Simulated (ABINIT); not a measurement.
# Ba2TaBiO6 (R-3): one start, several treatments of the self-energy

Aim: compare treatments of exchange, screening and correlation for the gap of Ba2TaBiO6 (R-3).

Program: ABINIT 10.8.3. Level of theory: LDA and many-body steps on it, plane waves. Results are calculated unless marked as measured.

**1. Set-up**

It takes space group R-3 (No. 148, trigonal). The conventional cell has a = 6.151 Å, b = 6.151 Å, c = 14.869 Å, α = 90.00°, β = 90.00°, γ = 120.00°. Nearest to Ba lie 12 O at 2.76 to 3.40 Å. Nearest to Ta lie 6 O at 2.01 Å. Nearest to Bi lie 6 O at 2.36 Å. O has 1 Ta at 2.01 Å and 1 Bi at 2.36 Å and 4 Ba at 2.76 to 3.40 Å nearest. Farther neighbours and most contacts between anions are not listed.

Structure file:

```cif
data_structure
_symmetry_space_group_name_H-M 'P 1'
_symmetry_Int_Tables_number 1
_cell_length_a 6.0973
_cell_length_b 6.0973
_cell_length_c 6.0973
_cell_angle_alpha 60.587
_cell_angle_beta 60.587
_cell_angle_gamma 60.587
_cell_volume 162.41
loop_
_atom_site_label
_atom_site_type_symbol
_atom_site_fract_x
_atom_site_fract_y
_atom_site_fract_z
_atom_site_occupancy
Ba1 Ba 0.74882 0.74882 0.74882 1
Ba2 Ba 0.25118 0.25118 0.25118 1
Ta3 Ta 0.50000 0.50000 0.50000 1
Bi4 Bi 0.00000 0.00000 0.00000 1
O5 O 0.72551 0.21886 0.32204 1
O6 O 0.21886 0.32204 0.72551 1
O7 O 0.32204 0.72551 0.21886 1
O8 O 0.27449 0.78114 0.67797 1
O9 O 0.67797 0.27449 0.78114 1
O10 O 0.78114 0.67797 0.27449 1
```

The cell and positions are those that the Materials Project relaxed with its own functionals (PBE, PBE+U or r2SCAN), kept fixed. Spin-orbit coupling is left out unless a step names it.

**2. Empty states on the mesh, 2×2×2 mesh, 293 bands**

This step: ABINIT 10.8.3; DFT, LDA, plane waves, norm-conserving pseudopotentials.

The sums over transitions need many empty states on a uniform mesh; this step solves for them.

The input, run.abi:

```
acell 3*1.0 Angstrom
rprim 
  3.075626834241 1.775713980676 4.956223105800
  -3.075626834241 1.775713980676 4.956223105800
  0.000000000000 -3.551427961352 4.956223105800
ntypat 4
znucl 56 73 83 8
natom 10
typat 1 1 2 3 4 4 4 4 4 4
xred 
  0.748816000000 0.748816000000 0.748816000000
  0.251184000000 0.251184000000 0.251184000000
  0.500000000000 0.500000000000 0.500000000000
  0.000000000000 0.000000000000 0.000000000000
  0.725510000000 0.218856000000 0.322035000000
  0.218856000000 0.322035000000 0.725510000000
  0.322035000000 0.725510000000 0.218856000000
  0.274490000000 0.781144000000 0.677965000000
  0.677965000000 0.274490000000 0.781144000000
  0.781144000000 0.677965000000 0.274490000000
pp_dirpath "pseudos"
pseudos "Ba.upf, Ta.upf, Bi.upf, O.upf"
ecut 36
ngkpt 2 2 2
nshiftk 1
shiftk 0 0 0
kptopt 1
chksymbreak 0
iscf -2
irdden 1
istwfk *1
nband 293
nbdbuf 26
tolwfr 1e-09
nstep 60
prtvol 0
indata_prefix "in"
outdata_prefix "out"
tmpdata_prefix "tmp"
```

Launch:

```sh
$ OMP_NUM_THREADS=1 mpirun -n 8 abinit run.abi > log
```

Numbers of over 12 decimals in the logs are rounded to 6 here.

Log:

```text
.Version 10.8.3 of ABINIT. v10.8.2 released Aug 2026.

 Symmetries : space group R-3 (#148); Bravais hR (rhombohedral)
[... echo of the input left out ...]
== DATASET  1 ==================================================================
-   mpi_nproc: 8, omp_nthreads: 1 (-1 if OMP is not activated)
-    --> not optimal distribution: autoparal keyword recommended in input file <--

--- !DatasetInfo
iteration_state: {dtset: 1, }
dimensions: {natom: 10, nkpt: 4, mband: 293, nsppol: 1, nspinor: 1, nspden: 1, mpw: 11312, }
cutoff_energies: {ecut:  36.0, pawecutdg:  -1.0, }
[...]
2.57267    2.57267    2.58102    2.58795    2.58870    2.58870    2.60847    2.62449
   2.62461    2.63130    2.63130    2.63600    2.63600    2.66230    2.66713    2.67890
   2.67896    2.69597    2.69661    2.69814    2.69950
 prteigrs : prtvol=0 or 1, do not print more k-points.

== END DATASET(S) ==============================================================
================================================================================

 -outvars: echo values of variables after computation  --------
            nband         293
             nkpt           4
          spgroup         148
 [... the other variables as echoed above ...]

 Calculation completed.
```

The job ended after 3.8 min (8 MPI ranks of Intel Xeon 6975P-C (Granite Rapids), shared host; peak memory 0.98 GiB).

This step gave:

```
gap                                                           : 2.566 eV
k of the valence top                                          : 0.5, 0.5, 0.5
k of the conduction bottom                                    : 0.5, 0, 0
least direct gap                                              : 2.595 eV
k points computed                                             : 4
lowest point of the top converged band, above the valence top : 63.1277 eV
```

On this mesh the gap is 2.566 eV.

The density comes from a self-consistent run that is not shown.

**3. Screening, 2×2×2 mesh, 267 bands, screening to 152.4 eV**

The RPA dielectric matrix is built and inverted for each q.

This step: RPA screening on LDA, plane waves, norm-conserving pseudopotentials.

Edit run.abi of step 2 so:

```diff
@@ -28,10 +28,11 @@
 chksymbreak 0
-iscf -2
-irdden 1
 istwfk *1
-nband 293
-nbdbuf 26
-tolwfr 1e-09
-nstep 60
-prtvol 0
+occopt 1
+irdwfk 1
+optdriver 3
+nband 267
+ecuteps 5.6
+inclvkb 2
+awtr 1
+symchi 1
 indata_prefix "in"
```

Log:

```text
.Version 10.8.3 of ABINIT. v10.8.2 released Aug 2026.

 Symmetries : space group R-3 (#148); Bravais hR (rhombohedral)
[... echo of the input left out ...]
== DATASET  1 ==================================================================
-   mpi_nproc: 8, omp_nthreads: 1 (-1 if OMP is not activated)

--- !DatasetInfo
iteration_state: {dtset: 1, }
dimensions: {natom: 10, nkpt: 4, mband: 267, nsppol: 1, nspinor: 1, nspden: 1, mpw: 11312, }
cutoff_energies: {ecut:  36.0, pawecutdg:  -1.0, }
electrons: {nelect:   8.40000000E+01, charge:   0.00000000E+00, occopt:   1.00000000E+00, tsmear:   1.00000000E-02, }

 SCREENING: Calculation of the susceptibility and dielectric matrices

 Based on a program developped by R.W. Godby, V. Olevano, G. Onida, and L. Reining.
 Incorporated in ABINIT by V. Olevano, G.-M. Rignanese, and M. Torrent.
.Using double precision arithmetic ; gwpc =  8

[... cell and pseudopotentials left out ...]
--------------------------------------------------------------------------------

 ==== K-mesh for the wavefunctions ====
 Number of points in the irreducible wedge :     4
[... list of points left out ...]
 Together with  6 symmetry operations and time-reversal symmetry
 yields     8 points in the full Brillouin Zone.

 ==== Q-mesh for the screening function ====
 Number of points in the irreducible wedge :     4
[... list of points left out ...]
 Together with  6 symmetry operations and time-reversal symmetry
 yields     8 points in the full Brillouin Zone.

 setmesh: FFT mesh size selected  =    45x   45x   45
          total number of points  =        91125

 vcoul_init : cutoff-mode = AUXILIARY_FUNCTION
 q-points for optical limit:   1
     1)      0.000010    0.000020    0.000030

- screening: taking advantage of time-reversal symmetry
- Maximum band index for partially occupied states nbvw = 42
- Remaining bands to be divided among processors   nbcw = 225
- Number of bands treated by each node ~28

 Number of electrons calculated from density =   84.0000; Expected =   84.0000
 average of density, n =  0.076643
 r_s =    1.4604
 omega_plasma =   26.7050 [eV]

 calculating chi0 at frequencies [eV] :
  1    0.000000E+00    0.000000E+00
  2    0.000000E+00    2.670500E+01

--------------------------------------------------------------------------------
  q-point number  1        q = ( 0.000000, 0.000000, 0.000000) [r.l.u.]
--------------------------------------------------------------------------------
[... chi0 elements left out ...]
 For q-point:  0.000010 0.000020 0.000030
  dielectric constant =   6.5523
  dielectric constant without local fields =   7.1906

  Average fulfillment of the sum rule on Im[epsilon] for q-point    1 :     74.46  [%]
[... wings left out ...]
  q-point number  2        q = ( 0.500000, 0.000000, 0.000000) [r.l.u.]
--------------------------------------------------------------------------------
[... chi0 elements left out ...]
  Average fulfillment of the sum rule on Im[epsilon] for q-point    2 :     80.64  [%]

 [... 2 further q-points ...]
```

It took 2 min on 8 MPI ranks; peak memory 6 GiB.

This step gave:

- ε∞ with local fields, on this mesh, along the program's q direction: 6.552
- the same without local fields: 7.191
- plasma frequency: 26.70 eV
- plane waves in the screening matrix: 711

Local fields lower ε∞ by 9 %. On a Γ-centred mesh this coarse the value itself is usually too large, while a short band sum pulls it down.

**4. G0W0, Godby-Needs plasmon pole**

The self-energy is evaluated for the states that the input lists, and the levels follow from it, in one-shot runs by the linearised quasiparticle equation.

This step: G0W0 on LDA, plane waves, norm-conserving pseudopotentials.

Edit run.abi of step 3 so:

```diff
@@ -31,8 +31,19 @@
 irdwfk 1
-optdriver 3
+optdriver 4
 nband 267
+gwcalctyp 0
+ecutsigx 36
+symsigma 1
+nkptgw 3
+kptgw 
+  0.5000000000 0.5000000000 0.5000000000
+  0.5000000000 0.0000000000 0.0000000000
+  0.0000000000 0.0000000000 0.0000000000
+bdgw 
+  41 45
+  41 44
+  40 44
 ecuteps 5.6
-inclvkb 2
-awtr 1
-symchi 1
+irdscr 1
+ppmodel 1
 indata_prefix "in"
```

Log:

```text
.Version 10.8.3 of ABINIT. v10.8.2 released Aug 2026.

 Symmetries : space group R-3 (#148); Bravais hR (rhombohedral)
[... echo of the input left out ...]
== DATASET  1 ==================================================================
-   mpi_nproc: 8, omp_nthreads: 1 (-1 if OMP is not activated)

--- !DatasetInfo
iteration_state: {dtset: 1, }
dimensions: {natom: 10, nkpt: 4, mband: 267, nsppol: 1, nspinor: 1, nspden: 1, mpw: 11312, }
cutoff_energies: {ecut:  36.0, pawecutdg:  -1.0, }
electrons: {nelect:   8.40000000E+01, charge:   0.00000000E+00, occopt:   1.00000000E+00, tsmear:   1.00000000E-02, }

 SIGMA: Calculation of the GW corrections

 Based on a program developped by R.W. Godby, V. Olevano, G. Onida, and L. Reining.
 Incorporated in ABINIT by V. Olevano, G.-M. Rignanese, and M. Torrent.
.Using double precision arithmetic ; gwpc =  8

[... cell and pseudopotentials left out ...]
--------------------------------------------------------------------------------

 ==== K-mesh for the wavefunctions ====
 Number of points in the irreducible wedge :     4
[... list of points left out ...]
 Together with  6 symmetry operations and time-reversal symmetry
 yields     8 points in the full Brillouin Zone.

 ==== Q-mesh for screening function ====
 Number of points in the irreducible wedge :     4
[... list of points left out ...]
 Together with  6 symmetry operations and time-reversal symmetry
 yields     8 points in the full Brillouin Zone.

 vcoul_init : cutoff-mode = AUXILIARY_FUNCTION
 q-points for optical limit:   1
     1)      0.000010    0.000020    0.000030
 setmesh: FFT mesh size selected  =    64x   64x   64
          total number of points  =       262144

 Number of electrons calculated from density =   84.0000; Expected =   84.0000
 average of density, n =  0.076643
 r_s =    1.4604
 omega_plasma =   26.7050 [eV]

 === KS Band Gaps ===
  >>>> For spin  1
   Minimum direct gap =   2.5944 [eV], located at k-point      :   0.5000  0.0000  0.0000
   Fundamental gap    =   2.5660 [eV], Top of valence bands at :   0.5000  0.5000  0.5000
                                       Bottom of conduction at :   0.5000  0.0000  0.0000
 SIGMA fundamental parameters:
 PLASMON POLE MODEL  1
 number of plane-waves for SigmaX                11299
 number of plane-waves for SigmaC and W            711
 number of plane-waves for wavefunctions         11299
 number of bands                                   267
 number of independent spin polarizations            1
 number of spinorial components                      1
 number of k-points in IBZ                           4
 number of q-points in IBZ                           4
 number of symmetry operations                       6
 number of k-points in BZ                            8
 number of q-points in BZ                            8
 number of frequencies for dSigma/dE                 9
 frequency step for dSigma/dE [eV]                0.25
 number of omega for Sigma on real axis              0
 max omega for Sigma on real axis  [eV]           0.00
 zcut for avoiding poles [eV]                     0.10

 EPSILON^-1 parameters (SCR file):
 dimension of the eps^-1 matrix on file            711
 dimension of the eps^-1 matrix used               711
 number of plane-waves for wavefunctions         11299
 number of bands                                   267
 number of q-points in IBZ                           4
 number of frequencies                               2
 number of real frequencies                          1
 number of imag frequencies                          1

 matrix elements of self-energy operator (all in [eV])

 Perturbative Calculation

--- !SelfEnergy_ee
iteration_state: {dtset: 1, }
kpoint     : [   0.500,    0.500,    0.500, ]
spin       : 1
KS_gap     :    2.705
QP_gap     :    3.766
Delta_QP_KS:    1.062
data: !SigmaeeData |
     Band     E0 <VxcDFT>   SigX SigC(E0)      Z dSigC/dE  Sig(E)    E-E0       E
       41   4.319 -18.520 -23.380   4.820   0.764  -0.308 -18.550  -0.030   4.289
       42   5.829 -19.904 -23.138   3.383   0.784  -0.275 -19.787   0.117   5.946
       43   8.534 -14.126  -9.278  -3.416   0.823  -0.215 -12.948   1.179   9.713
       44   8.985 -14.588  -9.738  -3.364   0.822  -0.217 -13.367   1.221  10.206
       45   8.985 -14.588  -9.738  -3.364   0.822  -0.217 -13.367   1.221  10.206

--- !SelfEnergy_ee
iteration_state: {dtset: 1, }
kpoint     : [   0.500,    0.000,    0.000, ]
spin       : 1
KS_gap     :    2.594
QP_gap     :    3.664
Delta_QP_KS:    1.069
data: !SigmaeeData |
     Band     E0 <VxcDFT>   SigX SigC(E0)      Z dSigC/dE  Sig(E)    E-E0       E
       41   4.596 -18.752 -23.459   4.719   0.765  -0.307 -18.743   0.010   4.606
[...]
--- !SelfEnergy_ee
iteration_state: {dtset: 1, }
kpoint     : [   0.000,    0.000,    0.000, ]
spin       : 1
KS_gap     :    3.957
QP_gap     :    4.845
Delta_QP_KS:    0.888
data: !SigmaeeData |
     Band     E0 <VxcDFT>   SigX SigC(E0)      Z dSigC/dE  Sig(E)    E-E0       E
[...]
42   5.059 -19.192 -23.294   4.203   0.771  -0.298 -19.114   0.077   5.136
       43   9.016 -13.028  -8.888  -2.974   0.828  -0.208 -12.062   0.966   9.982
       44   9.195 -15.313  -9.486  -3.918   0.813  -0.230 -13.762   1.551  10.746

== END DATASET(S) ==============================================================
================================================================================

 -outvars: echo values of variables after computation  --------
           etotal      0.0000000000E+00
            nband         267
             nkpt           4
          spgroup         148
 [... the other variables as echoed above ...]

 Calculation completed.
```

It took 74 s on 8 MPI ranks; peak memory 3.8 GiB.

This step gave:

```
G0W0 gap on the points computed              : 3.628 eV
starting gap on the mesh                     : 2.566 eV
k of the valence top                         : 0.5, 0.5, 0.5
k of the conduction bottom                   : 0.5, 0, 0
Z at the valence top                         : 0.784
Z at the conduction bottom                   : 0.825
least direct G0W0 gap on the computed points : 3.663 eV
```

The gap on the mesh goes from 2.57 eV to 3.63 eV, a correction of +1.06 eV.

**5. G0W0, Hybertsen-Louie plasmon pole**

Edit run.abi of step 4 so:

```diff
@@ -47,3 +47,3 @@
 irdscr 1
-ppmodel 1
+ppmodel 2
 indata_prefix "in"
```

Log:

```text
.Version 10.8.3 of ABINIT. v10.8.2 released Aug 2026.

 Symmetries : space group R-3 (#148); Bravais hR (rhombohedral)
[... echo of the input left out ...]
== DATASET  1 ==================================================================
-   mpi_nproc: 8, omp_nthreads: 1 (-1 if OMP is not activated)

--- !DatasetInfo
iteration_state: {dtset: 1, }
dimensions: {natom: 10, nkpt: 4, mband: 267, nsppol: 1, nspinor: 1, nspden: 1, mpw: 11312, }
cutoff_energies: {ecut:  36.0, pawecutdg:  -1.0, }
electrons: {nelect:   8.40000000E+01, charge:   0.00000000E+00, occopt:   1.00000000E+00, tsmear:   1.00000000E-02, }

 SIGMA: Calculation of the GW corrections

 Based on a program developped by R.W. Godby, V. Olevano, G. Onida, and L. Reining.
 Incorporated in ABINIT by V. Olevano, G.-M. Rignanese, and M. Torrent.
.Using double precision arithmetic ; gwpc =  8

[... cell and pseudopotentials left out ...]
--------------------------------------------------------------------------------

 ==== K-mesh for the wavefunctions ====
 Number of points in the irreducible wedge :     4
[... list of points left out ...]
 Together with  6 symmetry operations and time-reversal symmetry
 yields     8 points in the full Brillouin Zone.

 ==== Q-mesh for screening function ====
 Number of points in the irreducible wedge :     4
[... list of points left out ...]
 Together with  6 symmetry operations and time-reversal symmetry
 yields     8 points in the full Brillouin Zone.

 vcoul_init : cutoff-mode = AUXILIARY_FUNCTION
 q-points for optical limit:   1
     1)      0.000010    0.000020    0.000030
 setmesh: FFT mesh size selected  =    64x   64x   64
          total number of points  =       262144

 Number of electrons calculated from density =   84.0000; Expected =   84.0000
[...]
number of plane-waves for wavefunctions         11299
 number of bands                                   267
 number of q-points in IBZ                           4
 number of frequencies                               2
 number of real frequencies                          1
 number of imag frequencies                          1

 matrix elements of self-energy operator (all in [eV])

 Perturbative Calculation

--- !SelfEnergy_ee
iteration_state: {dtset: 1, }
kpoint     : [   0.500,    0.500,    0.500, ]
spin       : 1
KS_gap     :    2.705
QP_gap     :    3.946
Delta_QP_KS:    1.241
data: !SigmaeeData |
     Band     E0 <VxcDFT>   SigX SigC(E0)      Z dSigC/dE  Sig(E)    E-E0       E
       41   4.319 -18.520 -23.380   4.236   0.829  -0.207 -19.038  -0.517   3.802
       42   5.829 -19.904 -23.138   3.067   0.840  -0.190 -20.044  -0.140   5.689
       43   8.534 -14.126  -9.278  -3.573   0.863  -0.158 -13.025   1.101   9.635
[...]
--- !SelfEnergy_ee
iteration_state: {dtset: 1, }
kpoint     : [   0.500,    0.000,    0.000, ]
spin       : 1
KS_gap     :    2.594
QP_gap     :    3.830
Delta_QP_KS:    1.235
data: !SigmaeeData |
     Band     E0 <VxcDFT>   SigX SigC(E0)      Z dSigC/dE  Sig(E)    E-E0       E
[...]
--- !SelfEnergy_ee
iteration_state: {dtset: 1, }
kpoint     : [   0.000,    0.000,    0.000, ]
spin       : 1
KS_gap     :    3.957
QP_gap     :    5.091
Delta_QP_KS:    1.134
data: !SigmaeeData |
     Band     E0 <VxcDFT>   SigX SigC(E0)      Z dSigC/dE  Sig(E)    E-E0       E
[...]
43   9.016 -13.028  -8.888  -3.215   0.864  -0.157 -12.228   0.800   9.816
       44   9.195 -15.313  -9.486  -3.983   0.860  -0.162 -13.727   1.586  10.781

== END DATASET(S) ==============================================================
================================================================================

 -outvars: echo values of variables after computation  --------
           etotal      0.0000000000E+00
            nband         267
             nkpt           4
          spgroup         148
 [... the other variables as echoed above ...]

 Calculation completed.
```

Elapsed: 95 s, on 8 MPI ranks; peak memory 3.6 GiB; 13 min of CPU time.

Numbers from this step:

* G0W0 gap on the points computed: 3.797 eV
* starting gap on the mesh: 2.566 eV
* k of the valence top: 0.5, 0.5, 0.5
* k of the conduction bottom: 0.5, 0, 0
* Z at the valence top: 0.84
* Z at the conduction bottom: 0.864
* least direct G0W0 gap on the computed points: 3.830 eV

Against G0W0 in ABINIT (2×2×2 mesh, 267 bands, screening to 152.4 eV, Godby-Needs plasmon pole), the gap moves by +0.169 eV.

(Continued in part 2 of 3.)

[Paths, hosts, dates, memory and timing lines, banners, echoed tables and standing remarks are left out of the program output.]

[Logs are printed without paths, hosts, clocks, repeated set-up lines and the standing remarks that a program may print on its own settings, such as how far it seeks lower states.]

[Runs of the session that timed out or met a known fault of the program may be left out.]

[No measured gap is set beside runs whose start may be inverted or whose files or cutoffs have a known fault.]

[Hosts, paths, dates, database ids (printed as entryN), source tags and the programs' standing remarks are cut or masked in the printed files.]

[G0W0 gaps are taken among the corrected bands and points alone; a level outside them can change the order at an edge.]

[Where Ansatz stands beside ABINIT at settings called matched, ABINIT's density can come from a denser mesh and the files from another edition; pairs whose starting gaps differed by over 0.03 eV were left out, so agreement reads better than it is.]
